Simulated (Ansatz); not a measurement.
## Glassy 66P2O5-34MgO (mol %) (153 atoms) under strain

How stiff is glassy 66P2O5-34MgO (mol %) (153 atoms)?

Calculated with Ansatz 0.2.0; Kohn-Sham DFT, PBE, PAW (set soft_2), plane waves.

**1. Set-up**

The cell holds 153 atoms: 38 P, 10 Mg and 105 O. Its edges and angles: a = 12.748 Å, b = 12.748 Å, c = 12.748 Å, α = 90.0°, β = 90.0°, γ = 90.0°. 153 atoms (38 P, 10 Mg, 105 O) placed at random at 2.44 g/cm³, melted at 4000 K for 10 ps at fixed volume with the Morse and Coulomb pair potential with partial charges (Pedone, Malavasi, Menziani, Cormack and Segre, J. Phys. Chem. B 110, 11780 (2006)). Quenched from 4000 K to 300 K at 50 K/ps and fixed volume, held 10 ps at zero pressure.

What the set-up can't give: The quench rate of 50 K/ps far exceeds what a furnace or splat quench reaches, so expect more defects and frozen-in strain than in a real sample. The starting topology of bonds comes from the classical model, and needn't be the one that DFT or experiment would give. Sampling is at Γ alone.

**2. Single point at the start**

A single point comes first, to see the forces before anything moves.

input.yaml

```yaml
crystal:
  lattice:
    - [12.74765, 0.0, 0.0]
    - [0.0, 12.74765, 0.0]
    - [0.0, 0.0, 12.74765]
  atoms:
    - { symbol: P, position: [0.03092, 0.16226, 0.88926] }
    - { symbol: P, position: [0.53229, 0.50084, 0.91237] }
    - { symbol: P, position: [0.23228, 0.25897, 0.18056] }
    - { symbol: P, position: [0.57105, 0.0846, 0.72207] }
    - { symbol: P, position: [0.91798, 0.07735, 0.28606] }
    - { symbol: P, position: [0.65674, 0.14007, 0.06775] }
    - { symbol: P, position: [0.31716, 0.60166, 0.91208] }
    - { symbol: P, position: [0.11618, 0.54244, 0.0099] }
    - { symbol: P, position: [0.4851, 0.42281, 0.68049] }
    - { symbol: P, position: [0.90403, 0.61236, 0.31031] }
    - { symbol: P, position: [0.65139, 0.835, 0.49186] }
    - { symbol: P, position: [0.98853, 0.27518, 0.16576] }
    - { symbol: P, position: [0.13455, 0.55696, 0.3487] }
    - { symbol: P, position: [0.2223, 0.68787, 0.53355] }
    - { symbol: P, position: [0.6745, 0.72869, 0.0547] }
    - { symbol: P, position: [0.4091, 0.83383, 0.53965] }
    - { symbol: P, position: [0.9991, 0.75488, 0.96909] }
    - { symbol: P, position: [0.78686, 0.72291, 0.84336] }
    - { symbol: P, position: [0.044, 0.39876, 0.82576] }
    - { symbol: P, position: [0.50508, 0.66874, 0.69157] }
    - { symbol: P, position: [0.09146, 0.3586, 0.48464] }
    - { symbol: P, position: [0.16265, 0.01587, 0.74458] }
    - { symbol: P, position: [0.33983, 0.02251, 0.39461] }
    - { symbol: P, position: [0.4541, 0.01696, 0.01284] }
    - { symbol: P, position: [0.82607, 0.0434, 0.93852] }
    - { symbol: P, position: [0.74431, 0.19073, 0.4231] }
    - { symbol: P, position: [0.73977, 0.92292, 0.70569] }
    - { symbol: P, position: [0.33405, 0.47059, 0.25986] }
    - { symbol: P, position: [0.54128, 0.11468, 0.31978] }
    - { symbol: P, position: [0.31105, 0.91442, 0.17908] }
    - { symbol: P, position: [0.33774, 0.22061, 0.96752] }
    - { symbol: P, position: [0.49345, 0.42849, 0.43723] }
    [... 115 atom lines left out ...]
    - { symbol: O, position: [0.54171, 0.3241, 0.42031] }
    - { symbol: O, position: [0.40358, 0.44967, 0.35576] }
    - { symbol: O, position: [0.56222, 0.70836, 0.0794] }
    - { symbol: O, position: [0.62663, 0.96996, 0.7325] }
    - { symbol: O, position: [0.56047, 0.99926, 0.28161] }
    - { symbol: O, position: [0.67154, 0.62195, 0.29029] }
kpoints:
  mp_grid: { grid: [1, 1, 1] }
hamiltonian:
  xc: pbe
scf:
  occupations: { method: fixed }
output:
  forces: true
```

Command:

```
> ansatz run input.yaml --threads 4 --pin off --max-ram 8192MiB --backend cpu --events-out ev --progress --plain --runs-dir out
```

Log:

```text
[...]
Pseudopotentials: kind: paw
Pseudopotential: P, paw, valence charge 5, recommended cutoff 420 eV (normal), P.paw.azcp
Pseudopotential: Mg, paw, valence charge 10, recommended cutoff 420 eV (normal), Mg.paw.azcp
Pseudopotential: O, paw, valence charge 6, recommended cutoff 420 eV (normal), O.paw.azcp
[... 5 lines on functional and potentials left out ...]
Crystal: 153 atoms, lattice volume = 2071.526 Å³
Basis set: ecut = 420 eV, 40483 PW (Γ), exchange–correlation on 180×180×180 points (8 copies of the dense FFT grid, shifted against one another)
Bands: 613, of which v1, the nominal top of the filled ones, is band 460 counted from 1 (459 counted from 0)
Symmetry: 1 space group operations
Space group: P1 (ITA 1), of the structure as read, at distance tolerance 1.3e-4 Å
k-points: 1
[... 7 lines on functional and potentials left out ...]
Initial density: superposition of atomic densities (neutral atoms: chi_scale 0, normalization atom), corrected by the library's trained network
Initial wavefunctions: pseudopotential atomic-orbital guess
[...]
SCF iter   1: F=—  HF=-107570.580317 eV  |F-HF|=—  |Δ(HF+E_count)|=         —  Δρ=5.86e-3  dr2=1.16e0  ethr=1.77e-3  ⟨swp⟩=7.0  Hψ=2191  notcnv=0  defer=151
preconditioner: auto → Resta (q_TF=auto, 2.383 Å⁻¹)  ε∞=3.0  [insulator: Δε(μ)=1.694 eV  Ē_g=16.597 eV  n_scr=460 (ndim 8)  ℏωp=23.6 eV  f_vac=0.196  ε∞_Penn≈3.0]
SCF iter   2: F=—  HF=-107570.305620 eV  |F-HF|=—  |Δ(HF+E_count)|=   2.75e-1  Δρ=3.11e-3  dr2=2.53e-1  ethr=1.26e-4  ⟨swp⟩=3.0  Hψ=1081  notcnv=0  defer=151
SCF iter   3: F=—  HF=-107570.246609 eV  |F-HF|=—  |Δ(HF+E_count)|=   5.90e-2  Δρ=1.32e-3  dr2=7.53e-2  ethr=2.75e-5  ⟨swp⟩=4.0  Hψ=837  notcnv=0  defer=144
automatic band count: iteration 3 solves 606 bands in place of 613: the levels show a gap, and the empty bands left out lie too high to hold charge; the band table lists the bands solved (type scf.n_extra_bands for more)
SCF iter   4: F=—  HF=-107570.223793 eV  |F-HF|=—  |Δ(HF+E_count)|=   2.28e-2  Δρ=5.80e-4  dr2=8.22e-3  ethr=8.18e-6  ⟨swp⟩=3.0  Hψ=1076  notcnv=0  defer=144
SCF iter   5: F=—  HF=-107570.222645 eV  |F-HF|=—  |Δ(HF+E_count)|=   1.15e-3  Δρ=3.40e-4  dr2=2.16e-3  ethr=8.94e-7  ⟨swp⟩=3.0  Hψ=995  notcnv=0  defer=144
[...]
SCF iter  10: F=—  HF=-107570.223599 eV  |F-HF|=—  |Δ(HF+E_count)|=   3.09e-7  Δρ=3.84e-6  dr2=2.83e-7  ethr=1.41e-10  ⟨swp⟩=3.0  Hψ=1000  notcnv=0  defer=144
SCF iter  11: F=-107570.223599 eV  HF=-107570.223599 eV  |F-HF|=7.99e-9  |Δ(HF+E_count)|=   3.19e-8  Δρ=1.03e-6  dr2=2.47e-8  ethr=1.09e-11  ⟨swp⟩=6.0  Hψ=2043  notcnv=0
SCF 1 converged in 11 iterations: F = -107570.223599 eV  dr2 = 2.47e-8
[...]
SCF converged after 11 iterations
Free energy (F): -107570.223599 eV
Harris-Foulkes:  -107570.223599 eV  (|F-HF|=7.99e-9)
Internal energy: -107570.223599 eV  (E = F + TS)
E sigma→0 (E₀):  -107570.223599 eV
Fermi energy:    4.434565 eV
--- Per-component energies (eV) ---
[...]
Σ components = -107570.223599   (vs F -107570.223599, Δ=0.00e0)
--- Forces (eV/Å), atoms counted from 1 ---
  atom   1  P      0.47584576    -2.19108675     2.91471314
  atom   2  P      2.93306948     2.41068468    -4.09625768
  atom   3  P     -0.07561854    -3.36745163     0.74056419
  atom   4  P     -0.05829801     3.78897750    -2.04115705
[...]
atom 153  O      1.61924093    -0.70200762    -0.57996507
  max |Σ_I F_I| component: 2.79e-5 eV/Å
```

It took 26 s on 4 threads of Intel Xeon Platinum 8488C (Sapphire Rapids), shared host; peak memory 3 GiB.

The column dr2 measures how far the density is from self-consistency, as an energy; F and HF (Harris–Foulkes) agree once it is small.

The r.m.s. force at the start is 1.7 eV/Å.

**3. Cell and atoms relaxed**

Cell and atoms are freed together, to release stress as well as forces.

input.yaml

```yaml
crystal:
  lattice:
    - [12.74765, 0.0, 0.0]
    - [0.0, 12.74765, 0.0]
    - [0.0, 0.0, 12.74765]
  atoms:
    [... the 153 atom lines of step 2 ...]
kpoints:
  mp_grid: { grid: [1, 1, 1] }
hamiltonian:
  xc: pbe
scf:
  occupations: { method: fixed }
output:
  forces: true
relax:
  f_tol: 0.05
  max_steps: 150
  cell: {}
```

Log:

```text
[...]
Crystal: 153 atoms, lattice volume = 2071.526 Å³
Basis set: ecut = 420 eV, 40483 PW (Γ), exchange–correlation on 180×180×180 points (8 copies of the dense FFT grid, shifted against one another)
Bands: 613, of which v1, the nominal top of the filled ones, is band 460 counted from 1 (459 counted from 0)
Symmetry: 1 space group operations
[...]
k-points: 1
[...]
SCF iter   1: F=—  HF=-107570.580312 eV  |F-HF|=—  |Δ(HF+E_count)|=         —  Δρ=5.86e-3  dr2=1.16e0  ethr=1.77e-3  ⟨swp⟩=7.0  Hψ=2191  notcnv=0  defer=151
[...]
SCF iter   5: F=—  HF=-107570.222646 eV  |F-HF|=—  |Δ(HF+E_count)|=   1.15e-3  Δρ=3.40e-4  dr2=2.16e-3  ethr=8.94e-7  ⟨swp⟩=3.0  Hψ=995  notcnv=0  defer=144
[...]
SCF iter  10: F=—  HF=-107570.223599 eV  |F-HF|=—  |Δ(HF+E_count)|=   3.10e-7  Δρ=3.84e-6  dr2=2.83e-7  ethr=1.41e-10  ⟨swp⟩=3.0  Hψ=1000  notcnv=0  defer=144
SCF iter  11: F=-107570.223599 eV  HF=-107570.223599 eV  |F-HF|=8.13e-9  |Δ(HF+E_count)|=   3.18e-8  Δρ=1.03e-6  dr2=2.46e-8  ethr=1.09e-11  ⟨swp⟩=6.0  Hψ=2043  notcnv=0
SCF 1 converged in 11 iterations: F = -107570.223599 eV  dr2 = 2.46e-8
[...]
relax step   1: F+E_penalty+E_count = -107570.22359883 eV  Δ(F+E_penalty+E_count) = +0.000e0 eV  max|allowed force component| = 8.909e0 eV/Å  Δτ_max = 0.0000 Å  P = +2.158 GPa  Ω = 2071.526 Å³  (11 SCF iters, dr2 threshold 1.00e-7 eV, accepted)
[... from here on, the SCF cycles and remarks between the steps are left out ...]
relax step   2: F+E_penalty+E_count = -107579.08591569 eV  Δ(F+E_penalty+E_count) = -8.862e0 eV  max|allowed force component| = 6.451e0 eV/Å  Δτ_max = 0.1885 Å  P = +1.349 GPa  Ω = 2039.205 Å³  energy of the carried Pulay correction = +1.212e-1 eV  (8 SCF iters, dr2 threshold 1.53e-5 eV, accepted)
relax step   3: F+E_penalty+E_count = -107586.35538650 eV  Δ(F+E_penalty+E_count) = -7.269e0 eV  max|allowed force component| = 2.189e0 eV/Å  Δτ_max = 0.1981 Å  P = +0.319 GPa  Ω = 2026.033 Å³  energy of the carried Pulay correction = +1.711e-1 eV  (8 SCF iters, dr2 threshold 1.53e-5 eV, accepted)
relax step   4: F+E_penalty+E_count = -107589.38220372 eV  Δ(F+E_penalty+E_count) = -3.027e0 eV  max|allowed force component| = 1.475e0 eV/Å  Δτ_max = 0.2000 Å  P = +0.284 GPa  Ω = 2026.485 Å³  energy of the carried Pulay correction = +1.694e-1 eV  (8 SCF iters, dr2 threshold 1.53e-5 eV, accepted)
relax step   5: F+E_penalty+E_count = -107591.05341485 eV  Δ(F+E_penalty+E_count) = -1.671e0 eV  max|allowed force component| = 9.429e-1 eV/Å  Δτ_max = 0.2000 Å  P = +0.135 GPa  Ω = 2027.041 Å³  energy of the carried Pulay correction = +1.673e-1 eV  (8 SCF iters, dr2 threshold 1.53e-5 eV, accepted)
relax step   6: F+E_penalty+E_count = -107592.13125108 eV  Δ(F+E_penalty+E_count) = -1.078e0 eV  max|allowed force component| = 7.020e-1 eV/Å  Δτ_max = 0.1954 Å  P = -0.553 GPa  Ω = 2025.238 Å³  energy of the carried Pulay correction = +1.742e-1 eV  (8 SCF iters, dr2 threshold 1.53e-5 eV, accepted)
relax step   7: F+E_penalty+E_count = -107592.68344907 eV  Δ(F+E_penalty+E_count) = -5.522e-1 eV  max|allowed force component| = 6.713e-1 eV/Å  Δτ_max = 0.2000 Å  P = -0.308 GPa  Ω = 2023.135 Å³  energy of the carried Pulay correction = +1.822e-1 eV  (8 SCF iters, dr2 threshold 1.53e-5 eV, accepted)
relax step   8: F+E_penalty+E_count = -107593.31989219 eV  Δ(F+E_penalty+E_count) = -6.364e-1 eV  max|allowed force component| = 5.465e-1 eV/Å  Δτ_max = 0.1907 Å  P = -0.082 GPa  Ω = 2028.764 Å³  energy of the carried Pulay correction = +1.608e-1 eV  (8 SCF iters, dr2 threshold 1.53e-5 eV, accepted)
relax step   9: F+E_penalty+E_count = -107593.43908338 eV  Δ(F+E_penalty+E_count) = -1.192e-1 eV  max|allowed force component| = 1.927e0 eV/Å  Δτ_max = 0.1949 Å  P = -0.282 GPa  Ω = 2026.372 Å³  energy of the carried Pulay correction = +1.699e-1 eV  (8 SCF iters, dr2 threshold 1.53e-5 eV, accepted)
relax step  10: F+E_penalty+E_count = -107593.92758487 eV  Δ(F+E_penalty+E_count) = -4.885e-1 eV  max|allowed force component| = 2.349e-1 eV/Å  Δτ_max = 0.2000 Å  P = -0.018 GPa  Ω = 2023.937 Å³  energy of the carried Pulay correction = +1.791e-1 eV  (7 SCF iters, dr2 threshold 1.53e-5 eV, accepted)
relax step  11: F+E_penalty+E_count = -107594.05671733 eV  Δ(F+E_penalty+E_count) = -1.291e-1 eV  max|allowed force component| = 3.350e-1 eV/Å  Δτ_max = 0.2000 Å  P = -0.003 GPa  Ω = 2020.376 Å³  energy of the carried Pulay correction = +1.927e-1 eV  (8 SCF iters, dr2 threshold 3.45e-6 eV, accepted)
relax step  12: F+E_penalty+E_count = -107594.10189719 eV  Δ(F+E_penalty+E_count) = -4.518e-2 eV  max|allowed force component| = 3.262e-1 eV/Å  Δτ_max = 0.1264 Å  P = -0.025 GPa  Ω = 2020.994 Å³  energy of the carried Pulay correction = +1.903e-1 eV  (7 SCF iters, dr2 threshold 7.01e-6 eV, accepted)
relax step  13: F+E_penalty+E_count = -107594.19332265 eV  Δ(F+E_penalty+E_count) = -9.143e-2 eV  max|allowed force component| = 2.056e-1 eV/Å  Δτ_max = 0.2000 Å  P = -0.001 GPa  Ω = 2023.042 Å³  energy of the carried Pulay correction = +1.825e-1 eV  (7 SCF iters, dr2 threshold 6.65e-6 eV, accepted)
relax step  14: F+E_penalty+E_count = -107594.26738454 eV  Δ(F+E_penalty+E_count) = -7.406e-2 eV  max|allowed force component| = 5.935e-1 eV/Å  Δτ_max = 0.1951 Å  P = -0.062 GPa  Ω = 2026.081 Å³  energy of the carried Pulay correction = +1.710e-1 eV  (8 SCF iters, dr2 threshold 2.64e-6 eV, accepted)
relax step  15: F+E_penalty+E_count = -107594.29126597 eV  Δ(F+E_penalty+E_count) = -2.388e-2 eV  max|allowed force component| = 5.846e-1 eV/Å  Δτ_max = 0.1986 Å  P = -0.043 GPa  Ω = 2030.055 Å³  energy of the carried Pulay correction = +1.559e-1 eV  (7 SCF iters, dr2 threshold 1.53e-5 eV, accepted)
relax step  16: F+E_penalty+E_count = -107594.38440307 eV  Δ(F+E_penalty+E_count) = -9.314e-2 eV  max|allowed force component| = 3.077e-1 eV/Å  Δτ_max = 0.2000 Å  P = +0.033 GPa  Ω = 2027.213 Å³  energy of the carried Pulay correction = +1.667e-1 eV  (7 SCF iters, dr2 threshold 1.53e-5 eV, accepted)
relax step  17: F+E_penalty+E_count = -107594.25160712 eV  Δ(F+E_penalty+E_count) = +1.328e-1 eV  max|allowed force component| = 5.694e-1 eV/Å  Δτ_max = 0.2000 Å  P = -0.228 GPa  Ω = 2036.525 Å³  energy of the carried Pulay correction = +1.313e-1 eV  (8 SCF iters, dr2 threshold 5.92e-6 eV, rejected (line search))
relax step  18: F+E_penalty+E_count = -107594.40908146 eV  Δ(F+E_penalty+E_count) = -2.468e-2 eV  max|allowed force component| = 1.526e-1 eV/Å  Δτ_max = 0.0851 Å  P = +0.051 GPa  Ω = 2029.172 Å³  energy of the carried Pulay correction = +1.592e-1 eV  (12 SCF iters, accepted)
relax step  19: F+E_penalty+E_count = -107594.41272321 eV  Δ(F+E_penalty+E_count) = -3.642e-3 eV  max|allowed force component| = 1.897e-1 eV/Å  Δτ_max = 0.1000 Å  P = +0.022 GPa  Ω = 2027.295 Å³  energy of the carried Pulay correction = +1.663e-1 eV  (8 SCF iters, dr2 threshold 1.45e-6 eV, rejected (line search))
relax step  20: F+E_penalty+E_count = -107594.42343565 eV  Δ(F+E_penalty+E_count) = -1.435e-2 eV  max|allowed force component| = 2.059e-1 eV/Å  Δτ_max = 0.0483 Å  P = -0.031 GPa  Ω = 2029.613 Å³  energy of the carried Pulay correction = +1.575e-1 eV  (11 SCF iters, accepted)
relax step  21: F+E_penalty+E_count = -107594.43309740 eV  Δ(F+E_penalty+E_count) = -9.662e-3 eV  max|allowed force component| = 9.903e-2 eV/Å  Δτ_max = 0.0500 Å  P = +0.005 GPa  Ω = 2028.491 Å³  energy of the carried Pulay correction = +1.618e-1 eV  (7 SCF iters, dr2 threshold 2.65e-6 eV, accepted)
relax step  22: F+E_penalty+E_count = -107594.43499360 eV  Δ(F+E_penalty+E_count) = -1.896e-3 eV  max|allowed force component| = 8.840e-2 eV/Å  Δτ_max = 0.0317 Å  P = -0.015 GPa  Ω = 2028.724 Å³  energy of the carried Pulay correction = +1.609e-1 eV  (7 SCF iters, dr2 threshold 6.13e-7 eV, accepted)
relax step  23: F+E_penalty+E_count = -107594.43722511 eV  Δ(F+E_penalty+E_count) = -2.232e-3 eV  max|allowed force component| = 2.649e-2 eV/Å  Δτ_max = 0.0090 Å  P = +0.000 GPa  Ω = 2028.529 Å³  energy of the carried Pulay correction = +1.617e-1 eV  (6 SCF iters, dr2 threshold 4.88e-7 eV, accepted)
relax step  24: F+E_penalty+E_count = -107594.47323669 eV  Δ(F+E_penalty+E_count) = -3.601e-2 eV  max|allowed force component| = 2.572e-2 eV/Å  Δτ_max = 0.0000 Å  P = +0.008 GPa  Ω = 2028.529 Å³  stress off target by 3.22e-1 GPa  SCF on the basis re-selected at this cell (its energy is not comparable with the rows above)  (7 SCF iters)
relax step  25: F+E_penalty+E_count = -107594.39160422 eV  Δ(F+E_penalty+E_count) = +8.163e-2 eV  max|allowed force component| = 6.286e-1 eV/Å  Δτ_max = 0.1688 Å  P = +0.039 GPa  Ω = 2030.306 Å³  energy of the carried Pulay correction = -6.974e-3 eV  (9 SCF iters, dr2 threshold 2.59e-7 eV, rejected (line search))
relax step  26: F+E_penalty+E_count = -107594.48618186 eV  Δ(F+E_penalty+E_count) = -1.295e-2 eV  max|allowed force component| = 4.284e-2 eV/Å  Δτ_max = 0.0443 Å  P = +0.000 GPa  Ω = 2030.316 Å³  energy of the carried Pulay correction = -6.972e-3 eV  (12 SCF iters, accepted)
relax step  27: F+E_penalty+E_count = -107594.49140554 eV  Δ(F+E_penalty+E_count) = -5.224e-3 eV  max|allowed force component| = 4.273e-2 eV/Å  Δτ_max = 0.0000 Å  P = +0.008 GPa  Ω = 2030.316 Å³  stress off target by 2.78e-2 GPa  SCF on the basis re-selected at this cell (its energy is not comparable with the rows above)  (6 SCF iters)
[...]
SCF converged after 6 iterations
Free energy (F): -107594.491406 eV
[...]
Internal energy: -107594.491406 eV  (E = F + TS)
E sigma→0 (E₀):  -107594.491406 eV
Fermi energy:    3.388326 eV
[...]
Σ components = -107594.491406   (vs F -107594.491406, Δ=0.00e0)
--- Forces (eV/Å), atoms counted from 1 ---
  atom   1  P     -0.00249262    -0.00465395     0.00764456
  atom   2  P     -0.00828416    -0.00879603     0.00965488
  atom   3  P     -0.00207324     0.01323004    -0.00578478
  atom   4  P      0.02083544    -0.00917454    -0.00792381
[...]
atom 153  O      0.00033717     0.00395741    -0.00599219
  max |Σ_I F_I| component: 1.21e-5 eV/Å
--- Stress (GPa, compression-positive) ---
        0.006500       0.004515       0.004675
        0.004515      -0.004824       0.011201
        0.004675       0.011204       0.022088
  P = ⅓ Tr σ = 0.0079 GPa (0.079 kbar)
--- Relaxed structure (25 steps of the walk, 22 accepted, 2 SCFs on fresh bases) ---
  F+E_penalty+E_count = -107594.49140554 eV   max|allowed force component| = 4.273e-2 eV/Å   (the final SCF, on the basis selected at the relaxed cell)
  cell:  # Å, volume = 2030.3159 Å³
    - [12.863957, -0.00282518, -0.031503]
    - [-0.00282518, 11.974138, -0.090331]
    - [-0.031503, -0.090331, 13.181651]
  atoms:
    - { symbol: P, position: [0.016490, 0.153653, 0.890185] }
    - { symbol: P, position: [0.544702, 0.479404, 0.919409] }
    - { symbol: P, position: [0.216716, 0.257691, 0.191209] }
    - { symbol: P, position: [0.561735, 0.084831, 0.720866] }
[...]
- { symbol: O, position: [0.703033, 0.590773, 0.298055] }
```

Elapsed: 8.4 min, on 4 threads; peak memory 3.2 GiB.

The relaxation converged after 25 steps, with a largest force component of 0.043 eV/Å.

[end of part 1 of 3]

[Long decimals in the printed logs are rounded to 6 places.]

[Logs are printed without paths, hosts, clocks, repeated set-up lines and the standing remarks that a program may print on its own settings, such as how far it seeks lower states.]

[Hosts, paths, dates, database ids (printed as entryN), source tags and the programs' standing remarks are cut or masked in the printed files.]
